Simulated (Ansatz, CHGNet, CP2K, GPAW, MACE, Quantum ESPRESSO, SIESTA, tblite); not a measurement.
# Random packing of Si31O39C14H16 (at. %) (83 atoms) in SIESTA, part 2 of 2

Aim: run random packing of Si31O39C14H16 (at. %) (83 atoms) in SIESTA and see how near its forces come to a plane-wave reference, and at what cost.

Program: SIESTA 5.4.2; the method stands at each step. Banners, paths, timers and routine set-up lines are dropped from the logs unmarked, and long logs keep their key lines alone; longer cuts are marked. The potentials were converted by us to PSML.

So far. Step 2 (PBE, DZP, shift 0.01 Ry, mesh 500 Ry): Forces lie 7.1 % from the reference's, at 0.62 times its CPU time (on 2 against 4 cores). Step 3 (PBE, SZP, shift 0.01 Ry, mesh 500 Ry): Against the first run (7.1 %), the force difference from the reference is 25 %, at 0.92 times the CPU time, with 682 basis functions against 975: the smaller basis costs accuracy.

### Step 4. PBE, SZ, shift 0.01 Ry, mesh 500 Ry

Method: Kohn-Sham DFT, PBE, PseudoDojo 0.4.1 norm-conserving pseudopotentials (converted to PSML), numerical atomic orbitals (SZ), diagonalisation.

The input, input.fdf:

```
SystemLabel cell
NumberOfAtoms 83
NumberOfSpecies 4
%block ChemicalSpeciesLabel
  1 14 Si
  2 8 O
  3 6 C
  4 1 H
%endblock ChemicalSpeciesLabel
LatticeConstant 1.0 Ang
%block LatticeVectors
  10.05190 0.00000 0.00000
  0.00000 10.05190 0.00000
  0.00000 0.00000 10.05190
%endblock LatticeVectors
PAO.BasisSize SZ
PAO.EnergyShift 0.01 Ry
XC.Functional GGA
XC.Authors PBE
MeshCutoff 500 Ry
%block kgrid_Monkhorst_Pack
  1 0 0 0.0
  0 1 0 0.0
  0 0 1 0.0
%endblock kgrid_Monkhorst_Pack
SolutionMethod diagon
OccupationFunction FD
ElectronicTemperature 580 K
SCF.Mixer.Method Pulay
SCF.Mixer.Weight 0.15
SCF.Mixer.History 8
SCF.Mix Hamiltonian
MaxSCFIterations 300
SCF.DM.Tolerance 1e-04
SCF.H.Tolerance 1.0e-3 eV
WriteForces T
Write.HirshfeldPop T
Write.VoronoiPop T
Write.DM F
Write.H F
XML.Write F
AtomicCoordinatesFormat Fractional
%block AtomicCoordinatesAndAtomicSpecies
[... 83 atom lines left out: the same atoms as in the first run ...]
%endblock AtomicCoordinatesAndAtomicSpecies
```

Launch:

```sh
$ OMP_NUM_THREADS=1 siesta < input.fdf > output.txt
```

The log of the run:

```text
Version         : 5.4.2
reinit: System Name:
reinit: System Label: cell
initatom: Reading input for the pseudopotentials and atomic orbitals ----------
Species number:   1 Atomic number:   14 Label: Si
Species number:   2 Atomic number:    8 Label: O
Species number:   3 Atomic number:    6 Label: C
Species number:   4 Atomic number:    1 Label: H
Ground state valence configuration (from tables):   3s02  3p02  3d00  4f00
Ground state valence configuration (from tables):   2s02  2p04  3d00  4f00
Ground state valence configuration (from tables):   2s02  2p02  3d00  4f00
Ground state valence configuration (from tables):   1s01  2p00  3d00  4f00
---- Processing specs for species: Si
GGA--PBE XC_GGA_X_PBE--XC_GGA_C_PBE pb
---- Processing specs for species: O
[... lines left out ...]
stepf: Fermi-Dirac step function
        iscf     Eharris(eV)        E_KS(eV)     FreeEng(eV)     dDmax    Ef(eV) dHmax(eV)
[... lines left out ...]
SCF Convergence by DM+H criterion
[... lines left out ...]
SCF cycle converged after 46 iterations
[... lines left out ...]
   Max   14.388503
[... lines left out ...]
   Max   14.388503    constrained
Stress tensor Voigt[x,y,z,yz,xz,xy] (kbar):      -18.00      -83.05      -35.74        4.25      -29.76       -3.31
[... lines left out ...]
siesta: FreeEng =    -19310.769026
[... lines left out ...]
siesta:         Corr. =    -420.622085
siesta:   Exch.-corr. =   -5369.572377
siesta:  Ion-electron =  -21885.811545
siesta:       Ion-ion =   -9776.116544
siesta:         Total =  -19310.325474
siesta:         Fermi =      -4.515471
siesta: Stress tensor (static) (eV/Ang**3):
siesta:    -0.011236   -0.002065   -0.018573
siesta:    -0.002065   -0.051839    0.002651
siesta:    -0.018573    0.002651   -0.022306
siesta: Cell volume =       1015.650948 Ang**3
siesta: Pressure (static):
siesta:                Solid            Molecule  Units
siesta:           0.00030997          0.00000789  Ry/Bohr**3
siesta:           0.02845998          0.00072445  eV/Ang**3
siesta:          45.59790976          1.16070045  kBar
    Orbital volume contribution        =          16.455671 eV
    (Free)E + p_basis*V_orbitals       =      -19294.313355 eV
    (Free)Eharris+ p_basis*V_orbitals  =      -19294.313353 eV
Hirshfeld Atomic Populations:
Atom #   charge [q] valence [e]  Species
     1     0.229904    3.770096  Si
     2     0.191903    3.808097  Si
     3     0.163111    3.836889  Si
[...]
27    -0.119554    6.119554  O
    28    -0.121275    6.121275  O
    29    -0.131657    6.131657  O
[...]
59     0.084675    3.915325  C
    60    -0.092251    4.092251  C
    61     0.096982    3.903018  C
[...]
71     0.028946    0.971054  H
    72    -0.001566    1.001566  H
    73    -0.088651    1.088651  H
[...]
--------------------
 Total    -0.000031
Voronoi Atomic Populations:
Atom #   charge [q] valence [e]  Species
[...]
25     0.280802    3.719198  Si
    26     0.306965    3.693035  Si
[...]
57    -0.267001    6.267001  O
    58    -0.145780    6.145780  O
[...]
69    -0.051086    4.051086  C
    70    -0.162110    4.162110  C
[...]
82    -0.043962    1.043962  H
    83    -0.052428    1.052428  H
--------------------
 Total    -0.000030
```

It took 3.7 min on 1 thread of Arm Neoverse V2, shared host; peak memory 0.9 GiB.

Numbers from this run, and their distance from the reference:

```yaml
r_m_s_force_component: 2.267 eV/Å
r_m_s_difference_of_force_components: 1282 meV/Å
longest_difference_of_force_vectors: 6806 meV/Å
force_difference_over_r_m_s_force: 69.32 %
slope_of_forces_against_the_reference_s: 1.011
correlation_of_force_components: 0.8249
pressure: 4.56 GPa
pressure_difference: 16.98 GPa
```

This is a coarse setting, run to see what it loses.

Against the first run (7.1 %), the force difference from the reference is 69 %, at 0.34 times the CPU time (on 1 against 2 cores), with 293 basis functions against 975: the smaller basis costs accuracy.

### Step 5. PBE, DZP, shift 0.02 Ry, mesh 500 Ry

Method: Kohn-Sham DFT, PBE, PseudoDojo 0.4.1 norm-conserving pseudopotentials (converted to PSML), numerical atomic orbitals (DZP), diagonalisation.

input.fdf, as its differences from that of step 4:

```diff
@@ -15,4 +15,4 @@
 %endblock LatticeVectors
-PAO.BasisSize SZ
-PAO.EnergyShift 0.01 Ry
+PAO.BasisSize DZP
+PAO.EnergyShift 0.02 Ry
 XC.Functional GGA
```

Launch:

```sh
$ OMP_NUM_THREADS=1 mpirun -np 2 siesta < input.fdf > output.txt
```

The log of the run:

```text
Version         : 5.4.2
reinit: System Name:
reinit: System Label: cell
initatom: Reading input for the pseudopotentials and atomic orbitals ----------
Species number:   1 Atomic number:   14 Label: Si
Species number:   2 Atomic number:    8 Label: O
Species number:   3 Atomic number:    6 Label: C
Species number:   4 Atomic number:    1 Label: H
Ground state valence configuration (from tables):   3s02  3p02  3d00  4f00
Ground state valence configuration (from tables):   2s02  2p04  3d00  4f00
Ground state valence configuration (from tables):   2s02  2p02  3d00  4f00
Ground state valence configuration (from tables):   1s01  2p00  3d00  4f00
---- Processing specs for species: Si
GGA--PBE XC_GGA_X_PBE--XC_GGA_C_PBE pb
---- Processing specs for species: O
[... lines left out ...]
stepf: Fermi-Dirac step function
        iscf     Eharris(eV)        E_KS(eV)     FreeEng(eV)     dDmax    Ef(eV) dHmax(eV)
[... lines left out ...]
SCF Convergence by DM+H criterion
[... lines left out ...]
SCF cycle converged after 35 iterations
[... lines left out ...]
   Max    8.806953
[... lines left out ...]
   Max    8.806953    constrained
Stress tensor Voigt[x,y,z,yz,xz,xy] (kbar):      184.37      128.50      153.70       -0.29      -29.04        2.13
[... lines left out ...]
siesta: FreeEng =    -19378.417809
[... lines left out ...]
siesta:         Corr. =    -420.704099
siesta:   Exch.-corr. =   -5351.236038
siesta:  Ion-electron =  -21552.480694
siesta:       Ion-ion =   -9997.953986
siesta:         Total =  -19378.004996
siesta:         Fermi =      -4.480207
siesta: Stress tensor (static) (eV/Ang**3):
siesta:     0.115073    0.001331   -0.018128
siesta:     0.001330    0.080202   -0.000183
siesta:    -0.018128   -0.000183    0.095933
siesta: Cell volume =       1015.650948 Ang**3
siesta: Pressure (static):
siesta:                Solid            Molecule  Units
siesta:          -0.00105721         -0.00093236  Ry/Bohr**3
siesta:          -0.09706898         -0.08560574  eV/Ang**3
siesta:        -155.52165009       -137.15551917  kBar
    Orbital volume contribution        =          25.239743 eV
    (Free)E + p_basis*V_orbitals       =      -19353.178066 eV
    (Free)Eharris+ p_basis*V_orbitals  =      -19353.178073 eV
Hirshfeld Atomic Populations:
Atom #   charge [q] valence [e]  Species
     1     0.175248    3.824752  Si
     2     0.170315    3.829685  Si
     3     0.170086    3.829914  Si
[...]
27    -0.118520    6.118520  O
    28    -0.145568    6.145568  O
    29    -0.102648    6.102648  O
[...]
59     0.115225    3.884775  C
    60    -0.041681    4.041681  C
    61     0.126154    3.873846  C
[...]
71     0.010783    0.989217  H
    72    -0.015375    1.015375  H
    73    -0.082822    1.082822  H
[...]
--------------------
 Total     0.000012
Voronoi Atomic Populations:
Atom #   charge [q] valence [e]  Species
[...]
25     0.310397    3.689603  Si
    26     0.267355    3.732645  Si
[...]
57    -0.304688    6.304688  O
    58    -0.153899    6.153899  O
[...]
69    -0.004484    4.004484  C
    70    -0.091184    4.091184  C
[...]
82    -0.058579    1.058579  H
    83    -0.090419    1.090419  H
--------------------
 Total     0.000013
```

Run time: 3.7 min. Hardware: 2 MPI ranks; peak memory 1.8 GiB.

Numbers from this run, and their distance from the reference:

- r.m.s. force component: 1.875 eV/Å
- r.m.s. difference of force components: 154.7 meV/Å
- longest difference of force vectors: 818.8 meV/Å
- force difference over r.m.s. force: 8.368 %
- slope of forces against the reference's: 1.01
- correlation of force components: 0.9966
- pressure: -15.55 GPa
- pressure difference: -3.13 GPa

Against the first run (7.1 %), the force difference from the reference is 8.4 %, at 0.69 times the CPU time.

### Step 6. Side by side

Differences are against the plane-wave reference, forces as r.m.s. over components; share is that over the reference's r.m.s. force, slope the least-squares factor from reference forces to these. Total energies of different programs have different zeros and aren't compared.

```csv
run,"Δ force, r.m.s. (meV/Å)",share (%),slope,Δ pressure (GPa),cores,CPU time,memory (GiB)
reference,-,-,-,-,4,18 min,3.3
"SIESTA PBE, DZP, shift 0.01 Ry, mesh 500 Ry",131,7.11,0.985,0.445,2,11 min,2.1
"SIESTA PBE, SZP, shift 0.01 Ry, mesh 500 Ry (coarse)",468,25.3,1.045,3.71,2,10 min,1.9
"SIESTA PBE, SZ, shift 0.01 Ry, mesh 500 Ry (coarse)",1282,69.3,1.011,17.0,1,3.7 min,0.9
"SIESTA PBE, DZP, shift 0.02 Ry, mesh 500 Ry",155,8.37,1.010,-3.13,2,7.5 min,1.8
```

Rows marked coarse were listed beforehand as settings not expected to be converged; some can still land near the reference.

CPU time is summed over cores on a shared host, where runs went side by side, so it is rough. Symmetry, cutoffs, thresholds, outputs and thread counts weren't matched or tuned between programs; memory under MPI is the largest rank's times the ranks.

### Step 7. Outcome

```json
{
  "nearest in forces": "SIESTA PBE, DZP, shift 0.01 Ry, mesh 500 Ry, 7.1 %",
  "its CPU time": "11 min"
}
```

In words: The PBE runs in local orbitals, coarse settings apart, differ by 7.1 % (SIESTA PBE, DZP, shift 0.01 Ry, mesh 500 Ry) to 8.4 % (SIESTA PBE, DZP, shift 0.02 Ry, mesh 500 Ry); basis, grid and potentials can all enter. Runs with settings chosen to be coarse differ by 25 % (SIESTA PBE, SZP, shift 0.01 Ry, mesh 500 Ry) to 69 % (SIESTA PBE, SZ, shift 0.01 Ry, mesh 500 Ry), their programs' other errors included. Of the electronic-structure runs that take under half the reference's CPU time, SIESTA PBE, DZP, shift 0.02 Ry, mesh 500 Ry comes nearest, at 8.4 % in 7.5 min against 18 min; its pressure misses by -3.1 GPa. In pressure, SIESTA PBE, SZ, shift 0.01 Ry, mesh 500 Ry misses by +17.0 GPa, at the same functional. The reference's pressure holds the uncorrected Pulay stress of its 60 Ry basis, so small pressure differences, and their order, may be the reference's own error. The electron count is odd in these runs, and they have no spin polarisation, so the unpaired electron is spread evenly over both spins. The reference's stress is far from hydrostatic: its diagonal is -15.2, -9.8, -12.3 GPa, compression counted positive. The reference's pressure of -12 GPa belongs to a cell and atoms that aren't relaxed at this level. The electronic-structure runs sample only Γ, in a cell whose shortest periodic width is 10 Å, which is coarse for a cell with partly filled levels.

[Also dropped from logs without a mark: logging warnings of Python, and SIESTA's first energy breakdown and zero terms.]

[Logs are printed without paths, hosts, clocks, repeated set-up lines and the standing remarks that a program may print on its own settings, such as how far it seeks lower states.]

[Hosts, paths, dates, database ids (printed as entryN), source tags and the programs' standing remarks are cut or masked in the printed files.]
